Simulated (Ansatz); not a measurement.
# H on Pt(111): change of the work function, part 2 of 4

Aim: the work function of Pt(111) at several coverages of H (fcc site), and the dipole that each adsorbate carries.

Ansatz 0.2.0; plane-wave DFT, PBE, Ansatz PAW.

So far, work function, upper face (eV): step 2 (the clean slab) 5.70.

## Step 3: The covered slab, k-mesh 4×4×1, coverage 0.111 ML

System of this step: HPt36 (H/Pt(111)). The cell holds 37 atoms: 36 Pt and 1 H. Cell: a = 8.316 Å, b = 8.316 Å, c = 25.536 Å, α = 90.0°, β = 90.0°, γ = 60.0°. Vacuum lies along c.

The clean slab as it ended is repeated in the plane and the adsorbate is set on one face; the cell's size fixes the coverage, and the k-mesh shrinks with it to keep the sampling density about even. Adsorbate and upper layers relax, since the dipole depends on the height.

Contents of input.yaml:

```yaml
crystal:
  lattice:
    - [8.3155757468, 1.0e-10, 0.0]
    - [4.1577878733, 7.2014998438, 0.0]
    - [0.0, 0.0, 25.5361101358]
  atoms:
    - { symbol: Pt, position: [0.0, 0.0, 0.352442089] }
    - { symbol: Pt, position: [0.1111111111, 0.1111111111, 0.4410700375] }
    - { symbol: Pt, position: [0.2222222222, 0.2222222222, 0.5314032754] }
    - { symbol: Pt, position: [0.0, 0.0, 0.6228628172] }
    - { symbol: Pt, position: [0.0, 0.3333333333, 0.352442089] }
    - { symbol: Pt, position: [0.1111111111, 0.4444444444, 0.4410700375] }
    - { symbol: Pt, position: [0.2222222222, 0.5555555556, 0.5314032754] }
    - { symbol: Pt, position: [0.0, 0.3333333333, 0.6228628172] }
    - { symbol: Pt, position: [0.0, 0.6666666667, 0.352442089] }
    - { symbol: Pt, position: [0.1111111111, 0.7777777778, 0.4410700375] }
    - { symbol: Pt, position: [0.2222222222, 0.8888888889, 0.5314032754] }
    - { symbol: Pt, position: [0.0, 0.6666666667, 0.6228628172] }
    - { symbol: Pt, position: [0.3333333333, 0.0, 0.352442089] }
    - { symbol: Pt, position: [0.4444444444, 0.1111111111, 0.4410700375] }
    - { symbol: Pt, position: [0.5555555556, 0.2222222222, 0.5314032754] }
    - { symbol: Pt, position: [0.3333333333, 0.0, 0.6228628172] }
    - { symbol: Pt, position: [0.3333333333, 0.3333333333, 0.352442089] }
    - { symbol: Pt, position: [0.4444444444, 0.4444444444, 0.4410700375] }
    - { symbol: Pt, position: [0.5555555556, 0.5555555556, 0.5314032754] }
    - { symbol: Pt, position: [0.3333333333, 0.3333333333, 0.6228628172] }
    - { symbol: Pt, position: [0.3333333333, 0.6666666667, 0.352442089] }
    - { symbol: Pt, position: [0.4444444444, 0.7777777778, 0.4410700375] }
    - { symbol: Pt, position: [0.5555555556, 0.8888888889, 0.5314032754] }
    - { symbol: Pt, position: [0.3333333333, 0.6666666667, 0.6228628172] }
    - { symbol: Pt, position: [0.6666666667, 0.0, 0.352442089] }
    - { symbol: Pt, position: [0.7777777778, 0.1111111111, 0.4410700375] }
    - { symbol: Pt, position: [0.8888888889, 0.2222222222, 0.5314032754] }
    - { symbol: Pt, position: [0.6666666667, 0.0, 0.6228628172] }
    - { symbol: Pt, position: [0.6666666667, 0.3333333333, 0.352442089] }
    - { symbol: Pt, position: [0.7777777778, 0.4444444444, 0.4410700375] }
    - { symbol: Pt, position: [0.8888888889, 0.5555555556, 0.5314032754] }
    - { symbol: Pt, position: [0.6666666667, 0.3333333333, 0.6228628172] }
    - { symbol: Pt, position: [0.6666666667, 0.6666666667, 0.352442089] }
    - { symbol: Pt, position: [0.7777777778, 0.7777777778, 0.4410700375] }
    - { symbol: Pt, position: [0.8888888889, 0.8888888889, 0.5314032754] }
    - { symbol: Pt, position: [0.6666666667, 0.6666666667, 0.6228628172] }
    - { symbol: H, position: [0.1111111111, 0.1111111111, 0.647557911] }
kpoints:
  mp_grid: { grid: [4, 4, 1] }
hamiltonian:
  xc: pbe
scf:
  occupations: { method: fermi_dirac, width: 0.1 }
  convergence: { dr2_threshold: 1.0e-08 }
efield:
  axis: 3
  dipole_correction: true
  ramp_position: 0.97
  ramp_width: 0.06
relax:
  f_tol: 0.02
  max_steps: 60
  constraints:
    - { sites: [0, 1, 4, 5, 8, 9, 12, 13, 16, 17, 20, 21, 24, 25, 28, 29, 32, 33] }
output:
  write_potential: true
  write_density: true
  volumetric_format: npy
```

On the command line:

```
$ ansatz run input.yaml --threads 4 --pin off --max-ram 16384MiB --backend cpu --events-out ev --progress --plain --runs-dir out
```

Standard output:

```text
[...]
Crystal: 37 atoms, lattice volume = 1529.220 Å³
Basis set: ecut = 420 eV, 29845 PW (Γ), exchange–correlation on 120×120×360 points (8 copies of the dense FFT grid, shifted against one another)
Bands: 390, of which v1, the nominal top of the filled ones, is band 325 counted from 1 (324 counted from 0)
Symmetry: 6 space group operations
[...]
k-points: 4 of 16 (time reversal used)
[...]
SCF iter   1: F=—  HF=-450835.151510 eV  |F-HF|=—  |Δ(HF+E_count)|=         —  Δρ=5.12e-3  dr2=2.63e0  ethr=1.77e-3  p=-0.026 e·Å  D=-3.06e-3 V/Å  ΔV_dip=0.08 eV  dr2_dipole=4.71e-1  V_vac-E_F(+/−)=5.31/5.23 eV  ⟨swp⟩=7.2  Hψ=6503  notcnv=0  defer=60
[...]
SCF iter  12: F=-450835.109206 eV  HF=-450835.109206 eV  |F-HF|=1.23e-8  |Δ(HF+E_count)|=   5.70e-8  Δρ=2.99e-7  dr2=5.26e-9  ethr=1.54e-12  p=0.003 e·Å  D=3.53e-4 V/Å  ΔV_dip=-0.01 eV  dr2_dipole=1.56e-9  V_vac-E_F(+/−)=5.65/5.66 eV  ⟨swp⟩=7.8  Hψ=10546  notcnv=0
SCF 1 converged in 12 iterations: F = -450835.109206 eV  dr2 = 5.26e-9
[...]
relax step   1: F+E_penalty+E_count = -450835.10920600 eV  Δ(F+E_penalty+E_count) = +0.000e0 eV  max|allowed force component| = 1.518e0 eV/Å  Δτ_max = 0.0000 Å  (12 SCF iters, accepted)
[...]
SCF iter  11: F=-450835.322476 eV  HF=-450835.322476 eV  |F-HF|=2.47e-8  |Δ(HF+E_count)|=   8.53e-8  Δρ=5.51e-7  dr2=8.95e-9  ethr=1.54e-12  p=-0.002 e·Å  D=-2.42e-4 V/Å  ΔV_dip=0.01 eV  dr2_dipole=5.91e-11  V_vac-E_F(+/−)=5.66/5.66 eV  ⟨swp⟩=7.8  Hψ=10402  notcnv=0
SCF 2 converged in 11 iterations: F = -450835.322476 eV  dr2 = 8.95e-9
relax step   2: F+E_penalty+E_count = -450835.32247565 eV  Δ(F+E_penalty+E_count) = -2.133e-1 eV  max|allowed force component| = 3.647e-1 eV/Å  Δτ_max = 0.1946 Å  (11 SCF iters, accepted)
SCF iter   1: F=—  HF=-450835.391232 eV  |F-HF|=—  |Δ(HF+E_count)|=         —  Δρ=1.87e-3  dr2=9.21e-2  ethr=3.52e-5  p=-0.002 e·Å  D=-2.42e-4 V/Å  ΔV_dip=0.01 eV  dr2_dipole=1.24e-2  V_vac-E_F(+/−)=5.66/5.66 eV  ⟨swp⟩=3.0  Hψ=3486  notcnv=0  defer=135
[...]
SCF iter  11: F=-450835.380866 eV  HF=-450835.380866 eV  |F-HF|=1.21e-8  |Δ(HF+E_count)|=   3.73e-8  Δρ=3.18e-7  dr2=3.51e-9  ethr=1.54e-12  p=0.001 e·Å  D=1.31e-4 V/Å  ΔV_dip=-0.00 eV  dr2_dipole=2.73e-10  V_vac-E_F(+/−)=5.65/5.66 eV  ⟨swp⟩=8.8  Hψ=9519  notcnv=0
SCF 3 converged in 11 iterations: F = -450835.380866 eV  dr2 = 3.51e-9
relax step   3: F+E_penalty+E_count = -450835.38086625 eV  Δ(F+E_penalty+E_count) = -5.839e-2 eV  max|allowed force component| = 7.483e-2 eV/Å  Δτ_max = 0.0724 Å  (11 SCF iters, accepted)
SCF iter   1: F=—  HF=-450835.386414 eV  |F-HF|=—  |Δ(HF+E_count)|=         —  Δρ=3.74e-4  dr2=9.65e-4  ethr=1.07e-5  p=0.001 e·Å  D=1.31e-4 V/Å  ΔV_dip=-0.00 eV  dr2_dipole=6.10e-7  V_vac-E_F(+/−)=5.65/5.66 eV  ⟨swp⟩=2.5  Hψ=2679  notcnv=0  defer=135
[...]
SCF iter   9: F=-450835.382786 eV  HF=-450835.382786 eV  |F-HF|=1.20e-8  |Δ(HF+E_count)|=   1.73e-8  Δρ=2.62e-7  dr2=2.35e-9  ethr=1.54e-12  p=0.001 e·Å  D=1.61e-4 V/Å  ΔV_dip=-0.00 eV  dr2_dipole=2.21e-11  V_vac-E_F(+/−)=5.65/5.66 eV  ⟨swp⟩=8.5  Hψ=9267  notcnv=0
SCF 4 converged in 9 iterations: F = -450835.382786 eV  dr2 = 2.35e-9
relax step   4: F+E_penalty+E_count = -450835.38278575 eV  Δ(F+E_penalty+E_count) = -1.920e-3 eV  max|allowed force component| = 1.097e-2 eV/Å  Δτ_max = 0.0254 Å  (9 SCF iters, accepted)
NSCF: frozen V_eff on 4 k-points
[...]
WARN: The output density's exchange-correlation potential varies sharply where the density is thin. Do not read a vacuum level from v_tot or v_xc, or from such a field of the output density. On a cell that repeats whose density bears no net charge and no dipole along the vacuum's axis use v_es (v_loc + v_h of the components); under efield.dipole_correction with no amplitude use v_es + v_field, which holds any externa [...]
SCF converged after 9 iterations
Free energy (F): -450835.382786 eV
[...]
Internal energy: -450833.460593 eV  (E = F + TS)
E sigma→0 (E₀):  -450834.421690 eV
Entropy (-TS):   -1.922192 eV (-51.951 meV/atom)
Fermi energy:    4.627974 eV
Dipole field:    D = 0.000159 V/Å  (p = 0.001343 e·Å, saw-weighted, corrected)
Work function:   Φ+ = 5.6539 eV   Φ− = 5.6580 eV
[...]
--- Forces (eV/Å), atoms counted from 1 ---
  atom   1  Pt    -0.00649743    -0.00375129    -0.47585829
  atom   2  Pt     0.00000000     0.00000000     0.55895906
  atom   3  Pt     0.00186966     0.00107945    -0.00660226
  atom   4  Pt     0.00384049     0.00221731     0.01097114
  atom   5  Pt    -0.00000000     0.00750258    -0.47585829
  atom   6  Pt    -0.02064019    -0.00162980     0.48295073
  atom   7  Pt     0.00031796    -0.00018357     0.00113129
  atom   8  Pt     0.00000000    -0.00443461     0.01097114
  atom   9  Pt     0.00775611    -0.00447799    -0.47536663
  atom  10  Pt    -0.00890864     0.01868983     0.48295073
  atom  11  Pt     0.00000000    -0.00215889    -0.00660226
  atom  12  Pt    -0.00194050     0.00112035    -0.00887459
  atom  13  Pt     0.00649743    -0.00375129    -0.47585829
  atom  14  Pt    -0.01173154    -0.01706003     0.48295073
  atom  15  Pt    -0.00000000     0.00036715     0.00113129
  atom  16  Pt    -0.00384049     0.00221731     0.01097114
  atom  17  Pt    -0.00172453    -0.00099566    -0.48501943
  atom  18  Pt    -0.00000000     0.00000000     0.44664580
  atom  19  Pt    -0.00031796    -0.00018357     0.00113129
  atom  20  Pt    -0.00736802    -0.00425393    -0.00461824
  atom  21  Pt    -0.00000000     0.00199131    -0.48501943
  atom  22  Pt     0.00890864     0.01868983     0.48295073
  atom  23  Pt    -0.00283640     0.00163759     0.00867330
  atom  24  Pt    -0.00000000     0.00850785    -0.00461824
  atom  25  Pt    -0.00000000     0.00895599    -0.47536663
  atom  26  Pt     0.01173154    -0.01706003     0.48295073
  atom  27  Pt    -0.00186966     0.00107945    -0.00660226
  atom  28  Pt     0.00000000    -0.00224069    -0.00887459
  atom  29  Pt     0.00172453    -0.00099566    -0.48501943
  atom  30  Pt     0.02064019    -0.00162980     0.48295073
  atom  31  Pt     0.00000000    -0.00327519     0.00867330
  atom  32  Pt     0.00736802    -0.00425393    -0.00461824
  atom  33  Pt    -0.00775611    -0.00447799    -0.47536663
  atom  34  Pt     0.00000000     0.00000000     0.40374302
  atom  35  Pt     0.00283640     0.00163759     0.00867330
  atom  36  Pt     0.00194050     0.00112035    -0.00887459
  atom  37  H      0.00000000    -0.00000000    -0.00035640
  max |Σ_I F_I| component: 4.66e-6 eV/Å
--- Band table (eV) ---
  k-point 0: bands = [... 321 lower, 4.2546, 4.2546, 4.2747, 4.2747, 4.2786, 4.3029, 4.3029, 4.3282, ... 61 higher]
  k-point 1: bands = [... 321 lower, 4.4841, 4.5009, 4.5017, 4.5224, 4.5895, 4.6416, 4.6943, 4.6993, ... 61 higher]
  k-point 2: bands = [... 321 lower, 4.6220, 4.6257, 4.6304, 4.6351, 4.6400, 4.8042, 4.9243, 4.9325, ... 61 higher]
  k-point 3: bands = [... 321 lower, 4.5154, 4.6614, 4.7145, 4.7259, 4.7334, 4.7479, 4.7898, 4.8012, ... 61 higher]
--- Relaxed structure (4 steps of the walk, 4 accepted, 0 SCFs on fresh bases) ---
  F+E_penalty+E_count = -450835.38278575 eV   max|allowed force component| = 1.097e-2 eV/Å
  atoms:
    - { symbol: Pt, position: [1.111111e-11, 1.111111e-11, 0.352442] }
    - { symbol: Pt, position: [0.111111, 0.111111, 0.441070] }
    - { symbol: Pt, position: [0.221978, 0.221978, 0.531865] }
    - { symbol: Pt, position: [-0.00273738, -0.00273738, 0.624615] }
    - { symbol: Pt, position: [1.111111e-11, 0.333333, 0.352442] }
    - { symbol: Pt, position: [0.111111, 0.444444, 0.441070] }
    - { symbol: Pt, position: [0.222080, 0.555627, 0.531211] }
    - { symbol: Pt, position: [-0.00273738, 0.338808, 0.624615] }
    - { symbol: Pt, position: [-2.222217e-11, 0.666667, 0.352442] }
    - { symbol: Pt, position: [0.111111, 0.777778, 0.441070] }
    - { symbol: Pt, position: [0.221978, 0.889378, 0.531865] }
    - { symbol: Pt, position: [0.000258536, 0.666537, 0.622964] }
    - { symbol: Pt, position: [0.333333, 1.111111e-11, 0.352442] }
    - { symbol: Pt, position: [0.444444, 0.111111, 0.441070] }
    - { symbol: Pt, position: [0.555627, 0.222080, 0.531211] }
    - { symbol: Pt, position: [0.338808, -0.00273738, 0.624615] }
    - { symbol: Pt, position: [0.333333, 0.333333, 0.352442] }
    - { symbol: Pt, position: [0.444444, 0.444444, 0.441070] }
    - { symbol: Pt, position: [0.555627, 0.555627, 0.531211] }
    - { symbol: Pt, position: [0.334240, 0.334240, 0.622782] }
    - { symbol: Pt, position: [0.333333, 0.666667, 0.352442] }
    - { symbol: Pt, position: [0.444444, 0.777778, 0.441070] }
    - { symbol: Pt, position: [0.554945, 0.889194, 0.531507] }
    - { symbol: Pt, position: [0.334240, 0.664853, 0.622782] }
    - { symbol: Pt, position: [0.666667, -2.222220e-11, 0.352442] }
    - { symbol: Pt, position: [0.777778, 0.111111, 0.441070] }
    - { symbol: Pt, position: [0.889378, 0.221978, 0.531865] }
    - { symbol: Pt, position: [0.666537, 0.000258536, 0.622964] }
    - { symbol: Pt, position: [0.666667, 0.333333, 0.352442] }
    - { symbol: Pt, position: [0.777778, 0.444444, 0.441070] }
    - { symbol: Pt, position: [0.889194, 0.554945, 0.531507] }
    - { symbol: Pt, position: [0.664853, 0.334240, 0.622782] }
    - { symbol: Pt, position: [0.666667, 0.666667, 0.352442] }
    - { symbol: Pt, position: [0.777778, 0.777778, 0.441070] }
    - { symbol: Pt, position: [0.889194, 0.889194, 0.531507] }
    - { symbol: Pt, position: [0.666537, 0.666537, 0.622964] }
    - { symbol: H, position: [0.111111, 0.111111, 0.659005] }
```

Wall time 8.1 min (4 threads of Arm Neoverse V2, shared host); peak memory 9.9 GiB.

Relaxation path:

| step | energy less that of the first step (eV) | largest force component (eV/Å) |
| --- | --- | --- |
| 1 | 0.0000 | 1.5185 |
| 2 | -0.2133 | 0.3647 |
| 3 | -0.2717 | 0.0748 |
| 4 | -0.2736 | 0.0110 |

The run keeps the 6 symmetry operations that the program found, so distortions that break them were not tested.

The atoms that moved most (Å):

| atom | dx | dy | dz | length |
| --- | --- | --- | --- | --- |
| H37 | 0.000 | 0.000 | 0.292 | 0.292 |
| Pt16 | 0.034 | -0.020 | 0.045 | 0.060 |
| Pt4 | -0.034 | -0.020 | 0.045 | 0.060 |
| Pt8 | 0.000 | 0.039 | 0.045 | 0.060 |
| Pt24 | 0.000 | -0.013 | -0.002 | 0.013 |
| Pt32 | -0.011 | 0.007 | -0.002 | 0.013 |
| Pt20 | 0.011 | 0.007 | -0.002 | 0.013 |
| Pt27 | 0.003 | -0.002 | 0.012 | 0.012 |

Final coordinates:

```xyz
37
Lattice="8.3156 0.0000 0.0000 4.1578 7.2015 0.0000 0.0000 0.0000 25.5361" Properties=species:S:1:pos:R:3
Pt    0.0000    0.0000    9.0000
Pt    1.3859    0.8002   11.2632
Pt    2.7688    1.5986   13.5818
Pt   -0.0341   -0.0197   15.9502
Pt    1.3859    2.4005    9.0000
Pt    2.7719    3.2007   11.2632
Pt    4.1569    4.0013   13.5651
Pt    1.3859    2.4399   15.9502
Pt    2.7719    4.8010    9.0000
Pt    4.1578    5.6012   11.2632
Pt    5.5437    6.4049   13.5818
Pt    2.7735    4.8001   15.9081
Pt    2.7719    0.0000    9.0000
Pt    4.1578    0.8002   11.2632
Pt    5.5437    1.5993   13.5651
Pt    2.8060   -0.0197   15.9502
Pt    4.1578    2.4005    9.0000
Pt    5.5437    3.2007   11.2632
Pt    6.9305    4.0013   13.5651
Pt    4.1691    2.4070   15.9034
Pt    5.5437    4.8010    9.0000
Pt    6.9296    5.6012   11.2632
Pt    8.3118    6.4035   13.5726
Pt    5.5437    4.7879   15.9034
Pt    5.5437    0.0000    9.0000
Pt    6.9296    0.8002   11.2632
Pt    8.3186    1.5986   13.5818
Pt    5.5437    0.0019   15.9081
Pt    6.9296    2.4005    9.0000
Pt    8.3156    3.2007   11.2632
Pt    9.7015    3.9964   13.5726
Pt    6.9183    2.4070   15.9034
Pt    8.3156    4.8010    9.0000
Pt    9.7015    5.6012   11.2632
Pt   11.0912    6.4035   13.5726
Pt    8.3140    4.8001   15.9081
H     1.3859    0.8002   16.8284
```

Read from the output:

```yaml
energy_at_zero_smearing: -450834.4217 eV
work_function_upper_face: 5.654 eV
dipole_along_the_normal: 0.001343 e·Å
```

Running mean over 2.263 Å of the planar mean; the ramp of the sawtooth is left out. Electron's electrostatic potential energy less the Fermi level against z:

| z (Å) | electron's electrostatic potential energy less the Fermi level (eV) |
| --- | --- |
| 3.0 | 5.66 |
| 3.5 | 5.66 |
| 4.0 | 5.66 |
| 4.5 | 5.66 |
| 5.0 | 5.65 |
| 5.5 | 5.64 |
| 6.0 | 5.60 |
| 6.5 | 5.41 |
| 7.0 | 4.58 |
| 7.5 | 1.21 |
| 8.0 | -4.97 |
| 8.5 | -9.99 |
| 9.0 | -11.6 |
| 9.5 | -11.9 |
| 10.0 | -12.1 |
| 10.5 | -12.1 |
| 11.0 | -12.2 |
| 11.5 | -12.1 |
| 12.0 | -11.8 |
| 12.5 | -11.6 |
| 13.0 | -11.9 |
| 13.5 | -12.1 |
| 14.0 | -11.7 |
| 14.5 | -11.1 |
| 15.0 | -11.0 |
| 15.5 | -11.5 |
| 16.0 | -11.5 |
| 16.5 | -9.52 |
| 17.0 | -4.09 |
| 17.5 | 1.85 |
| 18.0 | 4.75 |
| 18.5 | 5.44 |
| 19.0 | 5.60 |
| 19.5 | 5.64 |
| 20.0 | 5.65 |
| 20.5 | 5.65 |
| 21.0 | 5.65 |
| 21.5 | 5.65 |
| 22.0 | 5.65 |
| 22.5 | 5.65 |

The relaxation took 4 steps and lowered the energy by 0.27 eV; the largest force on the free atoms ends at 0.011 eV/Å.

The covered face has 5.65 eV, -0.05 eV against the clean one; the bare back face has moved by -0.01 eV, a measure of how thin the slab is.

(Part 2 of 4 ends here.)

[Long decimals in the printed logs are rounded to 6 places.]

[Logs are printed without paths, hosts, clocks, repeated set-up lines and the standing remarks that a program may print on its own settings, such as how far it seeks lower states.]

[Hosts, paths, dates, database ids (printed as entryN), source tags and the programs' standing remarks are cut or masked in the printed files.]

[Maps of the electrostatic potential energy from Ansatz leave out the sawtooth potential of an applied field or a dipole correction, so their vacuum need not be flat; planar profiles and work functions include it.]
